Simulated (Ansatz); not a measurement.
# Cl on Au(100): change of the work function, part 3 of 5

Wanted: Δφ(θ) for Cl/Au(100), starting from the hollow site.

Ansatz 0.2.0; plane-wave DFT, PBE, Ansatz PAW.

So far, work function, upper face (eV): step 2 (the clean slab) 5.09; step 3 (37 atoms, coverage 0.111 ML, cell 3x3) 5.43.

## 4. Adsorbate added, k-mesh 5×5×1, coverage 0.25 ML

System of this step: Cl/Au(100). The cell holds 17 atoms: 16 Au and 1 Cl. Its edges and angles: a = 5.770 Å, b = 5.770 Å, c = 25.756 Å, α = 90.0°, β = 90.0°, γ = 90.0°. Vacuum lies along c.

Another coverage, to see how the dipoles act on each other as their distance changes.

input.yaml reads:

```yaml
crystal:
  lattice:
    - [5.7699913344, 0.0, 0.0]
    - [0.0, 5.7699913344, 0.0]
    - [0.0, 0.0, 25.7560715256]
  atoms:
    - { symbol: Au, position: [0.25, 0.25, 0.3494321714] }
    - { symbol: Au, position: [0.0, 0.0, 0.4286367969] }
    - { symbol: Au, position: [0.25, 0.25, 0.5120721474] }
    - { symbol: Au, position: [0.0, 0.0, 0.5945267079] }
    - { symbol: Au, position: [0.25, 0.75, 0.3494321714] }
    - { symbol: Au, position: [0.0, 0.5, 0.4286367969] }
    - { symbol: Au, position: [0.25, 0.75, 0.5120721474] }
    - { symbol: Au, position: [0.0, 0.5, 0.5945267079] }
    - { symbol: Au, position: [0.75, 0.25, 0.3494321714] }
    - { symbol: Au, position: [0.5, 0.0, 0.4286367969] }
    - { symbol: Au, position: [0.75, 0.25, 0.5120721474] }
    - { symbol: Au, position: [0.5, 0.0, 0.5945267079] }
    - { symbol: Au, position: [0.75, 0.75, 0.3494321714] }
    - { symbol: Au, position: [0.5, 0.5, 0.4286367969] }
    - { symbol: Au, position: [0.75, 0.75, 0.5120721474] }
    - { symbol: Au, position: [0.5, 0.5, 0.5945267079] }
    - { symbol: Cl, position: [0.25, 0.25, 0.6505678286] }
kpoints:
  mp_grid: { grid: [5, 5, 1] }
hamiltonian:
  xc: pbe
scf:
  occupations: { method: fermi_dirac, width: 0.1 }
  convergence: { dr2_threshold: 1.0e-08 }
efield:
  axis: 3
  dipole_correction: true
  ramp_position: 0.97
  ramp_width: 0.06
relax:
  f_tol: 0.02
  max_steps: 60
  constraints: [{ sites: [0, 1, 4, 5, 8, 9, 12, 13] }]
output:
  bader: true
  dos: { projected: true, e_range: [-8, 4] }
  write_potential: true
  write_density: true
  volumetric_format: npy
  elf: true
```

Run with:

```console
ansatz run input.yaml --threads 4 --pin off --max-ram 12288MiB --backend cpu --events-out ev --progress --plain --runs-dir out
```

Numbers of over 12 decimals in the logs are rounded to 6 here.

The log of the run:

```text
[...]
Crystal: 17 atoms, lattice volume = 857.492 Å³
Basis set: ecut = 420 eV, 16811 PW (Γ), exchange–correlation on 80×80×360 points (8 copies of the dense FFT grid, shifted against one another)
Bands: 187, of which v1, the nominal top of the filled ones, is band 156 counted from 1 (155 counted from 0)
Symmetry: 8 space group operations
[...]
k-points: 6 of 25
[...]
SCF iter   1: F=—  HF=-211465.412658 eV  |F-HF|=—  |Δ(HF+E_count)|=         —  Δρ=3.21e-3  dr2=2.29e0  ethr=1.77e-3  p=-0.058 e·Å  D=-1.21e-2 V/Å  ΔV_dip=0.31 eV  dr2_dipole=9.67e-1  V_vac-E_F(+/−)=4.87/4.56 eV  ⟨swp⟩=7.8  Hψ=4810  notcnv=0  defer=53
[...]
SCF iter   9: F=-211465.344442 eV  HF=-211465.344442 eV  |F-HF|=3.93e-8  |Δ(HF+E_count)|=   1.34e-7  Δρ=7.82e-7  dr2=8.66e-9  ethr=3.22e-12  p=0.031 e·Å  D=6.45e-3 V/Å  ΔV_dip=-0.17 eV  dr2_dipole=2.12e-10  V_vac-E_F(+/−)=4.92/5.08 eV  ⟨swp⟩=18.5  Hψ=10230  notcnv=0
SCF 1 converged in 9 iterations: F = -211465.344442 eV  dr2 = 8.66e-9
[...]
relax step   1: F+E_penalty+E_count = -211465.34444235 eV  Δ(F+E_penalty+E_count) = +0.000e0 eV  max|allowed force component| = 2.702e0 eV/Å  Δτ_max = 0.0000 Å  (9 SCF iters, accepted)
[...]
SCF iter   9: F=-211465.753366 eV  HF=-211465.753366 eV  |F-HF|=4.59e-8  |Δ(HF+E_count)|=   1.29e-7  Δρ=5.30e-7  dr2=2.33e-9  ethr=3.22e-12  p=-0.044 e·Å  D=-9.27e-3 V/Å  ΔV_dip=0.24 eV  dr2_dipole=1.02e-10  V_vac-E_F(+/−)=5.33/5.09 eV  ⟨swp⟩=16.7  Hψ=8868  notcnv=0
SCF 2 converged in 9 iterations: F = -211465.753366 eV  dr2 = 2.33e-9
relax step   2: F+E_penalty+E_count = -211465.75336588 eV  Δ(F+E_penalty+E_count) = -4.089e-1 eV  max|allowed force component| = 7.474e-1 eV/Å  Δτ_max = 0.1924 Å  (9 SCF iters, accepted)
SCF iter   1: F=—  HF=-211466.031918 eV  |F-HF|=—  |Δ(HF+E_count)|=         —  Δρ=2.74e-3  dr2=2.52e-1  ethr=9.58e-4  p=-0.044 e·Å  D=-9.27e-3 V/Å  ΔV_dip=0.24 eV  dr2_dipole=8.49e-2  V_vac-E_F(+/−)=5.36/5.12 eV  ⟨swp⟩=4.3  Hψ=2536  notcnv=0  defer=103
[...]
SCF iter   9: F=-211466.000693 eV  HF=-211466.000693 eV  |F-HF|=1.40e-8  |Δ(HF+E_count)|=   4.89e-8  Δρ=3.32e-7  dr2=1.41e-9  ethr=3.22e-12  p=-0.104 e·Å  D=-2.20e-2 V/Å  ΔV_dip=0.57 eV  dr2_dipole=7.39e-14  V_vac-E_F(+/−)=5.64/5.07 eV  ⟨swp⟩=15.8  Hψ=8190  notcnv=0
SCF 3 converged in 9 iterations: F = -211466.000693 eV  dr2 = 1.41e-9
relax step   3: F+E_penalty+E_count = -211466.00069314 eV  Δ(F+E_penalty+E_count) = -2.473e-1 eV  max|allowed force component| = 2.538e-1 eV/Å  Δτ_max = 0.1953 Å  (9 SCF iters, accepted)
[...]
relax step   4: F+E_penalty+E_count = -211466.02728082 eV  Δ(F+E_penalty+E_count) = -2.659e-2 eV  max|allowed force component| = 5.563e-2 eV/Å  Δτ_max = 0.0943 Å  (9 SCF iters, accepted)
SCF iter   1: F=—  HF=-211466.028902 eV  |F-HF|=—  |Δ(HF+E_count)|=         —  Δρ=2.60e-4  dr2=1.05e-3  ethr=8.99e-6  p=-0.142 e·Å  D=-3.00e-2 V/Å  ΔV_dip=0.77 eV  dr2_dipole=6.41e-5  V_vac-E_F(+/−)=5.83/5.06 eV  ⟨swp⟩=2.2  Hψ=1984  notcnv=0  defer=97
[...]
SCF iter   7: F=-211466.027981 eV  HF=-211466.027981 eV  |F-HF|=5.85e-9  |Δ(HF+E_count)|=   4.42e-8  Δρ=2.95e-7  dr2=1.78e-9  ethr=3.22e-12  p=-0.140 e·Å  D=-2.95e-2 V/Å  ΔV_dip=0.76 eV  dr2_dipole=4.16e-10  V_vac-E_F(+/−)=5.82/5.06 eV  ⟨swp⟩=13.5  Hψ=7800  notcnv=0
SCF 5 converged in 7 iterations: F = -211466.027981 eV  dr2 = 1.78e-9
relax step   5: F+E_penalty+E_count = -211466.02798074 eV  Δ(F+E_penalty+E_count) = -6.999e-4 eV  max|allowed force component| = 8.758e-3 eV/Å  Δτ_max = 0.0101 Å  (7 SCF iters, accepted)
[...]
SCF converged after 7 iterations
Free energy (F): -211466.027981 eV
[...]
Internal energy: -211465.844328 eV  (E = F + TS)
E sigma→0 (E₀):  -211465.936154 eV
Entropy (-TS):   -0.183653 eV (-10.803 meV/atom)
Fermi energy:    3.062896 eV
Dipole field:    D = -0.029542 V/Å  (p = -0.139995 e·Å, saw-weighted, corrected)
Work function:   Φ+ = 5.8186 eV   Φ− = 5.0577 eV
[...]
--- Forces (eV/Å), atoms counted from 1 ---
  atom   1  Au    -0.00000000     0.00000000    -0.32492774
  atom   2  Au    -0.05836912    -0.05836912     0.34512671
  atom   3  Au    -0.00000000     0.00000000    -0.00221666
  atom   4  Au    -0.00099759    -0.00099759    -0.00516399
  atom   5  Au    -0.00000000     0.00000000    -0.34460874
  atom   6  Au    -0.05836912     0.05836912     0.34512671
  atom   7  Au    -0.00000000     0.00000000     0.00875768
  atom   8  Au    -0.00099759     0.00099759    -0.00516399
  atom   9  Au     0.00000000     0.00000000    -0.34460874
  atom  10  Au     0.05836912    -0.05836912     0.34512671
  atom  11  Au     0.00000000     0.00000000     0.00875768
  atom  12  Au     0.00099759    -0.00099759    -0.00516399
  atom  13  Au    -0.00000000     0.00000000    -0.36282170
  atom  14  Au     0.05836912     0.05836912     0.34512671
  atom  15  Au    -0.00000000     0.00000000     0.00401498
  atom  16  Au     0.00099759     0.00099759    -0.00516399
  atom  17  Cl     0.00000000     0.00000000    -0.00219903
  max |Σ_I F_I| component: 1.39e-6 eV/Å
--- Band table (eV; the first three rows and the last of 6) ---
  k-point 0: bands = [... 152 lower, 2.9149, 2.9914, 2.9914, 2.9982, 3.2335, 3.2335, 3.3321, 3.9715, ... 27 higher]
  k-point 1: bands = [... 152 lower, 1.8336, 3.1588, 3.2139, 3.2419, 3.5353, 3.6740, 4.2029, 4.9156, ... 27 higher]
  k-point 2: bands = [... 152 lower, 2.0256, 2.7427, 3.6470, 3.6624, 4.0916, 4.2145, 4.2246, 4.6622, ... 27 higher]
  k-point 5: bands = [... 152 lower, 1.5522, 2.0000, 2.0097, 2.5507, 2.7780, 3.4574, 3.4951, 4.2050, ... 27 higher]
--- Relaxed structure (5 steps of the walk, 5 accepted, 0 SCFs on fresh bases) ---
  F+E_penalty+E_count = -211466.02798074 eV   max|allowed force component| = 8.758e-3 eV/Å
  atoms:
    - { symbol: Au, position: [0.25, 0.25, 0.349432] }
    - { symbol: Au, position: [0.0, 0.0, 0.4286367969] }
    - { symbol: Au, position: [0.25, 0.25, 0.512197] }
    - { symbol: Au, position: [-0.00380685, -0.00380685, 0.594906] }
    - { symbol: Au, position: [0.25, 0.75, 0.349432] }
    - { symbol: Au, position: [0.0, 0.5, 0.4286367969] }
    - { symbol: Au, position: [0.25, 0.75, 0.511586] }
    - { symbol: Au, position: [-0.00380685, 0.503807, 0.594906] }
    - { symbol: Au, position: [0.75, 0.25, 0.349432] }
    - { symbol: Au, position: [0.5, 0.0, 0.4286367969] }
    - { symbol: Au, position: [0.75, 0.25, 0.511586] }
    - { symbol: Au, position: [0.503807, -0.00380685, 0.594906] }
    - { symbol: Au, position: [0.75, 0.75, 0.349432] }
    - { symbol: Au, position: [0.5, 0.5, 0.4286367969] }
    - { symbol: Au, position: [0.75, 0.75, 0.514641] }
    - { symbol: Au, position: [0.503807, 0.503807, 0.594906] }
    - { symbol: Cl, position: [0.25, 0.25, 0.669452] }
--- Bader charges: 17 sites ---
  site symbol  charge [e]  shift [e]
     0     Au     -0.0360     0.0000
     1     Au      0.0396     0.0000
     2     Au      0.0170     0.0000
     3     Au      0.0649     0.0000
     4     Au     -0.0320     0.0000
     5     Au      0.0396     0.0000
     6     Au      0.0313     0.0000
     7     Au      0.0649     0.0000
     8     Au     -0.0320     0.0000
     9     Au      0.0396     0.0000
    10     Au      0.0313     0.0000
    11     Au      0.0649     0.0000
    12     Au     -0.0470     0.0000
    13     Au      0.0396     0.0000
    14     Au      0.0470     0.0000
    15     Au      0.0649     0.0000
    16     Cl     -0.3976     0.0000
  estimated error of the sums over rays = 3.4e-4 e
```

Wall time 3.3 min (4 threads of Arm Neoverse V1, shared host); peak memory 3.5 GiB.

Step by step:

| step | energy less that of the first step (eV) | largest force component (eV/Å) |
| --- | --- | --- |
| 1 | 0.0000 | 2.7018 |
| 2 | -0.4089 | 0.7474 |
| 3 | -0.6563 | 0.2538 |
| 4 | -0.6828 | 0.0556 |
| 5 | -0.6835 | 0.0088 |

Forces are held to the 8 operations that the run works with; a distortion that breaks them can't arise in this run.

The atoms that moved most (Å):

| atom | dx | dy | dz | length |
| --- | --- | --- | --- | --- |
| Cl17 | 0.000 | 0.000 | 0.486 | 0.486 |
| Au15 | 0.000 | 0.000 | 0.066 | 0.066 |
| Au4 | -0.022 | -0.022 | 0.010 | 0.033 |
| Au8 | -0.022 | 0.022 | 0.010 | 0.033 |
| Au12 | 0.022 | -0.022 | 0.010 | 0.033 |
| Au16 | 0.022 | 0.022 | 0.010 | 0.033 |
| Au7 | 0.000 | 0.000 | -0.013 | 0.013 |
| Au11 | 0.000 | 0.000 | -0.013 | 0.013 |

The relaxed structure:

```cif
data_structure
_symmetry_space_group_name_H-M 'P 1'
_symmetry_Int_Tables_number 1
_cell_length_a 5.7700
_cell_length_b 5.7700
_cell_length_c 25.7561
_cell_angle_alpha 90.000
_cell_angle_beta 90.000
_cell_angle_gamma 90.000
_cell_volume 857.49
loop_
_atom_site_label
_atom_site_type_symbol
_atom_site_fract_x
_atom_site_fract_y
_atom_site_fract_z
_atom_site_occupancy
Au1 Au 0.25000 0.25000 0.34943 1
Au2 Au 0.00000 0.00000 0.42864 1
Au3 Au 0.25000 0.25000 0.51220 1
Au4 Au 0.99619 0.99619 0.59491 1
Au5 Au 0.25000 0.75000 0.34943 1
Au6 Au 0.00000 0.50000 0.42864 1
Au7 Au 0.25000 0.75000 0.51159 1
Au8 Au 0.99619 0.50381 0.59491 1
Au9 Au 0.75000 0.25000 0.34943 1
Au10 Au 0.50000 0.00000 0.42864 1
Au11 Au 0.75000 0.25000 0.51159 1
Au12 Au 0.50381 0.99619 0.59491 1
Au13 Au 0.75000 0.75000 0.34943 1
Au14 Au 0.50000 0.50000 0.42864 1
Au15 Au 0.75000 0.75000 0.51464 1
Au16 Au 0.50381 0.50381 0.59491 1
Cl17 Cl 0.25000 0.25000 0.66945 1
```

Numbers from this step:

- energy at zero smearing: -211465.9362 eV
- work function, upper face: 5.819 eV
- work function, lower face: 5.058 eV
- dipole along the normal: -0.1400 e·Å
- step between the vacuum levels: 0.7609 eV

The density of states has structure finer than the step of the table below, so its rows give means over 0.25 eV, whole bins alone (the curve runs from -8 to 1.98 eV). Peaks (eV: height): -4.840: 70.6, -4.240: 74.7, -3.880: 79.8, -3.610: 65.4, -2.800: 59.0, -2.710: 61.2, -1.920: 64.5.

Table of density of states by energy, zero at the Fermi level; means over each step:

| energy (eV) | density of states (states/eV a cell) |
| --- | --- |
| -7.75 | 0.964 |
| -7.50 | 1.27 |
| -7.25 | 5.92 |
| -7.00 | 2.31 |
| -6.75 | 9.38 |
| -6.50 | 10.8 |
| -6.25 | 18.3 |
| -6.00 | 31.2 |
| -5.75 | 27.5 |
| -5.50 | 28.1 |
| -5.25 | 19.6 |
| -5.00 | 34.8 |
| -4.75 | 34.4 |
| -4.50 | 28.6 |
| -4.25 | 46.4 |
| -4.00 | 46.3 |
| -3.75 | 29.9 |
| -3.50 | 36.5 |
| -3.25 | 40.1 |
| -3.00 | 32.6 |
| -2.75 | 43.0 |
| -2.50 | 42.4 |
| -2.25 | 43.0 |
| -2.00 | 43.2 |
| -1.75 | 25.9 |
| -1.50 | 13.4 |
| -1.25 | 8.10 |
| -1.00 | 6.26 |
| -0.75 | 3.98 |
| -0.50 | 4.49 |
| -0.25 | 5.32 |
| 0.00 | 6.24 |
| 0.25 | 4.69 |
| 0.50 | 7.54 |
| 0.75 | 5.03 |
| 1.00 | 3.91 |
| 1.25 | 6.03 |
| 1.50 | 2.04 |
| 1.75 | 4.22 |

Projected DOS per atom over height of the atomic layer and energy from the Fermi level. Layers: Au4 Au4 Au4 Au4 Cl from below.

Ten even steps from '0' (0.00 states/eV) to '9' (3.18 states/eV), each cell a mean:
```
00000
00000
00000
00000
00011
00001
00011
21134
66663
96691
95592
85674
84574
78886
46752
45551
36630
48630
13310
01100
00000
00000
```
Columns: height of the atomic layer (Å) from 9 to 17.2 (not evenly spaced); rows upwards: energy from the Fermi level (eV) from -7.96 to 1.95.

Valence density in the ca plane at fractional y = 0.250, with atoms of Au and Cl within 0.2 Å of it. It is the smooth field of the valence electrons, not physical close to the nuclei.

Ten steps, logarithmic in the rise over the least value, from '0' (0 e/Å³) to '9' (13 e/Å³), each cell a mean:
```
22332122221223322112211000000000000000000000
35664211111356653111110000000000000000000000
68986311112479974211100000000000000000000000
79997311112589985211000000000000000000000000
68986311112478974211100000000000000000000000
35664211111356653111110000000000000000000000
23332122221223322112211000000000000000000000
12222122221122221122211111100000000000000000
24543212211234432111112233310000000000000000
57875211112367863211112455531000000000000000
69997311112489985211113554542000000000000000
69997311112489985211113554542000000000000000
57875211112367863211112455531000000000000000
24443212211234432111112233310000000000000000
12222122221122221122211111100000000000000000
```
Columns run along c (16.0 Å, from fractional 0.32 to 0.94 of the cell), rows up along a (5.8 Å). Atoms in or near the plane, at fractional coordinates: Au at (0.35, 0.25), Au at (0.51, 0.25), Au at (0.35, 0.75), Au at (0.51, 0.75), Cl at (0.67, 0.25).

Electrostatic potential energy in the ca plane at fractional y = 0.250, with atoms of Au and Cl within 0.2 Å of it. With pseudopotentials it is smooth inside the atoms' cores, unlike the true potential.

Ten even steps from '0' (-46 eV) to '9' (9 eV), each cell a mean:
```
98889999999988889999999999999999999999999999
74347899999853358999999999999999999999999999
40003899999610016899999999999999999999999999
20002799998500005899999999999999999999999999
40003899999610016899999999999999999999999999
74347899999853358999999999999999999999999999
98888999999988889999999999999999999999999999
98889998899998899999999999999999999999999999
86668999999876678999999987899999999999999999
52025899999731137999998632489999999999999999
20002799998610005899998300169999999999999999
20002799998610005899998300169999999999999999
52015899999731137999998632489999999999999999
87678999999876678999999988899999999999999999
99899998899998899999999999999999999999999999
```
Columns run along c (16.0 Å, from fractional 0.32 to 0.94 of the cell; values clipped at the 3rd and 97th percentile), rows up along a (5.8 Å). Atoms in or near the plane, at fractional coordinates: Au at (0.35, 0.25), Au at (0.51, 0.25), Au at (0.35, 0.75), Au at (0.51, 0.75), Cl at (0.67, 0.25).

ELF in the ca plane at fractional y = 0.250, with atoms of Au and Cl within 0.2 Å of it. It is the smooth field of the valence electrons, not physical close to the nuclei.

Values, 8 rows by 16 columns, each cell a mean:
```
0.33 0.28 0.18 0.19 0.28 0.31 0.18 0.17 0.08 0.10 0.06 0.01 0.00 0.00 0.00 0.00
0.57 0.51 0.16 0.16 0.50 0.57 0.20 0.11 0.04 0.01 0.00 0.00 0.00 0.00 0.00 0.00
0.52 0.46 0.17 0.17 0.45 0.51 0.20 0.13 0.05 0.01 0.00 0.00 0.00 0.00 0.00 0.00
0.27 0.23 0.19 0.19 0.23 0.25 0.18 0.18 0.12 0.22 0.11 0.01 0.00 0.00 0.00 0.00
0.32 0.28 0.18 0.18 0.27 0.31 0.18 0.16 0.50 0.77 0.43 0.05 0.00 0.00 0.00 0.00
0.58 0.51 0.16 0.16 0.49 0.58 0.20 0.14 0.72 0.72 0.65 0.10 0.00 0.00 0.00 0.00
0.52 0.46 0.17 0.16 0.44 0.52 0.19 0.14 0.72 0.80 0.61 0.09 0.00 0.00 0.00 0.00
0.27 0.23 0.19 0.19 0.23 0.25 0.18 0.17 0.37 0.66 0.34 0.04 0.00 0.00 0.00 0.00
```
Columns run along c (16.0 Å, from fractional 0.32 to 0.94 of the cell), rows up along a (5.8 Å). Atoms in or near the plane, at fractional coordinates: Au at (0.35, 0.25), Au at (0.51, 0.25), Au at (0.35, 0.75), Au at (0.51, 0.75), Cl at (0.67, 0.25).

The relaxation took 5 steps and lowered the energy by 0.68 eV; the largest force on the free atoms ends at 0.0088 eV/Å.

By hand: a sheet of dipoles makes a step −p/(ε₀A) in the electron's potential. With e/ε₀ = 180.95 V·Å, p = -0.1400 e·Å and A = 33.29 Å², that is −180.95 × (-0.1400) / 33.29 = +0.761 eV, and the two vacuum levels of the run differ by +0.761 eV.

The covered face has 5.82 eV, +0.73 eV against the clean one; the bare back face has moved by +0.01 eV, a measure of how thin the slab is.

## 5. The covered slab, k-mesh 5×5×1, coverage 0.5 ML

System of this step: Cl/Au(100). The cell holds 18 atoms: 16 Au and 2 Cl. Cell: a = 5.770 Å, b = 5.770 Å, c = 25.756 Å, α = 90.0°, β = 90.0°, γ = 90.0°. Vacuum lies along c.

Another coverage, to see how the dipoles act on each other as their distance changes.

input.yaml: that of step 4 with these lines changed.

```diff
@@ -23,2 +23,3 @@
     - { symbol: Cl, position: [0.25, 0.25, 0.6505678286] }
+    - { symbol: Cl, position: [0.75, 0.75, 0.6505678286] }
 kpoints:
@@ -45,2 +46 @@
   volumetric_format: npy
-  elf: true
```

The log of the run:

```text
[...]
Crystal: 18 atoms, lattice volume = 857.492 Å³
Basis set: ecut = 420 eV, 16811 PW (Γ), exchange–correlation on 80×80×360 points (8 copies of the dense FFT grid, shifted against one another)
Bands: 191, of which v1, the nominal top of the filled ones, is band 159 counted from 1 (158 counted from 0)
Symmetry: 16 space group operations
[...]
2     Au      0.0258     0.0000
     3     Au      0.1513     0.0000
     4     Au     -0.0281     0.0000
     5     Au      0.0395     0.0000
     6     Au      0.0316     0.0000
     7     Au      0.1513     0.0000
[...]
14     Au      0.0258     0.0000
    15     Au      0.1513     0.0000
    16     Cl     -0.3654     0.0000
    17     Cl     -0.3654     0.0000
  estimated error of the sums over rays = 4.1e-4 e
[key lines of the parts left out:]
SCF converged after 6 iterations
Free energy (F): -212546.241200 eV
Fermi energy:    3.190522 eV
Dipole field:    D = -0.047015 V/Å  (p = -0.222794 e·Å, saw-weighted, corrected)
Work function:   Φ+ = 6.2161 eV   Φ− = 5.0052 eV
```

It took 3.2 min on 4 threads; peak memory 3.6 GiB.

The steps of the relaxation:

| step | energy less that of the first step (eV) | largest force component (eV/Å) |
| --- | --- | --- |
| 1 | 0.0000 | 2.7785 |
| 2 | -0.9158 | 1.2338 |
| 3 | -1.1841 | 0.2985 |
| 4 | -1.2018 | 0.0857 |
| 5 | -1.2034 | 0.0088 |

Forces are held to the 16 operations that the run works with; a distortion that breaks them can't arise in this run.

The atoms that moved most (Å):

| atom | dx | dy | dz | length |
| --- | --- | --- | --- | --- |
| Cl18 | 0.000 | 0.000 | 0.468 | 0.468 |
| Cl17 | 0.000 | 0.000 | 0.468 | 0.468 |
| Au3 | 0.000 | 0.000 | 0.044 | 0.044 |
| Au15 | 0.000 | 0.000 | 0.044 | 0.044 |
| Au11 | 0.000 | 0.000 | -0.019 | 0.019 |
| Au7 | 0.000 | 0.000 | -0.019 | 0.019 |

Final coordinates:

```xyz
18
Lattice="5.7700 0.0000 0.0000 0.0000 5.7700 0.0000 0.0000 0.0000 25.7561" Properties=species:S:1:pos:R:3
Au    1.4425    1.4425    9.0000
Au    0.0000    0.0000   11.0400
Au    1.4425    1.4425   13.2330
Au    0.0000    0.0000   15.3166
Au    1.4425    4.3275    9.0000
Au    0.0000    2.8850   11.0400
Au    1.4425    4.3275   13.1696
Au    0.0000    2.8850   15.3166
Au    4.3275    1.4425    9.0000
Au    2.8850    0.0000   11.0400
Au    4.3275    1.4425   13.1696
Au    2.8850    0.0000   15.3166
Au    4.3275    4.3275    9.0000
Au    2.8850    2.8850   11.0400
Au    4.3275    4.3275   13.2330
Au    2.8850    2.8850   15.3166
Cl    1.4425    1.4425   17.2245
Cl    4.3275    4.3275   17.2245
```

The density of states has structure finer than the step of the table below, so its rows give means over 0.5 eV, whole bins alone (the curve runs from -8 to 1.98 eV). Peaks (eV: height): -4.99: 68.0, -4.15: 101, -4.06: 78.0, -3.82: 55.2, -3.76: 55.8, -3.43: 67.9, -2.77: 59.5.

Table of density of states by energy, zero at the Fermi level; means over each step:

| energy (eV) | density of states (states/eV a cell) |
| --- | --- |
| -7.5 | 2.33 |
| -7.0 | 3.93 |
| -6.5 | 12.4 |
| -6.0 | 28.9 |
| -5.5 | 24.4 |
| -5.0 | 27.9 |
| -4.5 | 33.3 |
| -4.0 | 46.9 |
| -3.5 | 38.1 |
| -3.0 | 39.9 |
| -2.5 | 37.7 |
| -2.0 | 38.6 |
| -1.5 | 17.7 |
| -1.0 | 8.74 |
| -0.5 | 4.98 |
| 0.0 | 5.82 |
| 0.5 | 6.78 |
| 1.0 | 3.94 |
| 1.5 | 5.67 |

The relaxation took 5 steps and lowered the energy by 1.2 eV; the largest force on the free atoms ends at 0.0088 eV/Å.

The covered face has 6.22 eV, +1.13 eV against the clean one; the bare back face has moved by -0.04 eV, a measure of how thin the slab is.

[end of part 3 of 5]

[Logs are printed without paths, hosts, clocks, repeated set-up lines and the standing remarks that a program may print on its own settings, such as how far it seeks lower states.]

[Hosts, paths, dates, database ids (printed as entryN), source tags and the programs' standing remarks are cut or masked in the printed files.]

[Maps of the electrostatic potential energy from Ansatz leave out the sawtooth potential of an applied field or a dipole correction, so their vacuum need not be flat; planar profiles and work functions include it.]

[The density of states shown here was stored with 400 of the rows of the run's finer table, so its peaks can read low, often by over a quarter, or be missed, and its means over a window can be off by a tenth or more.]
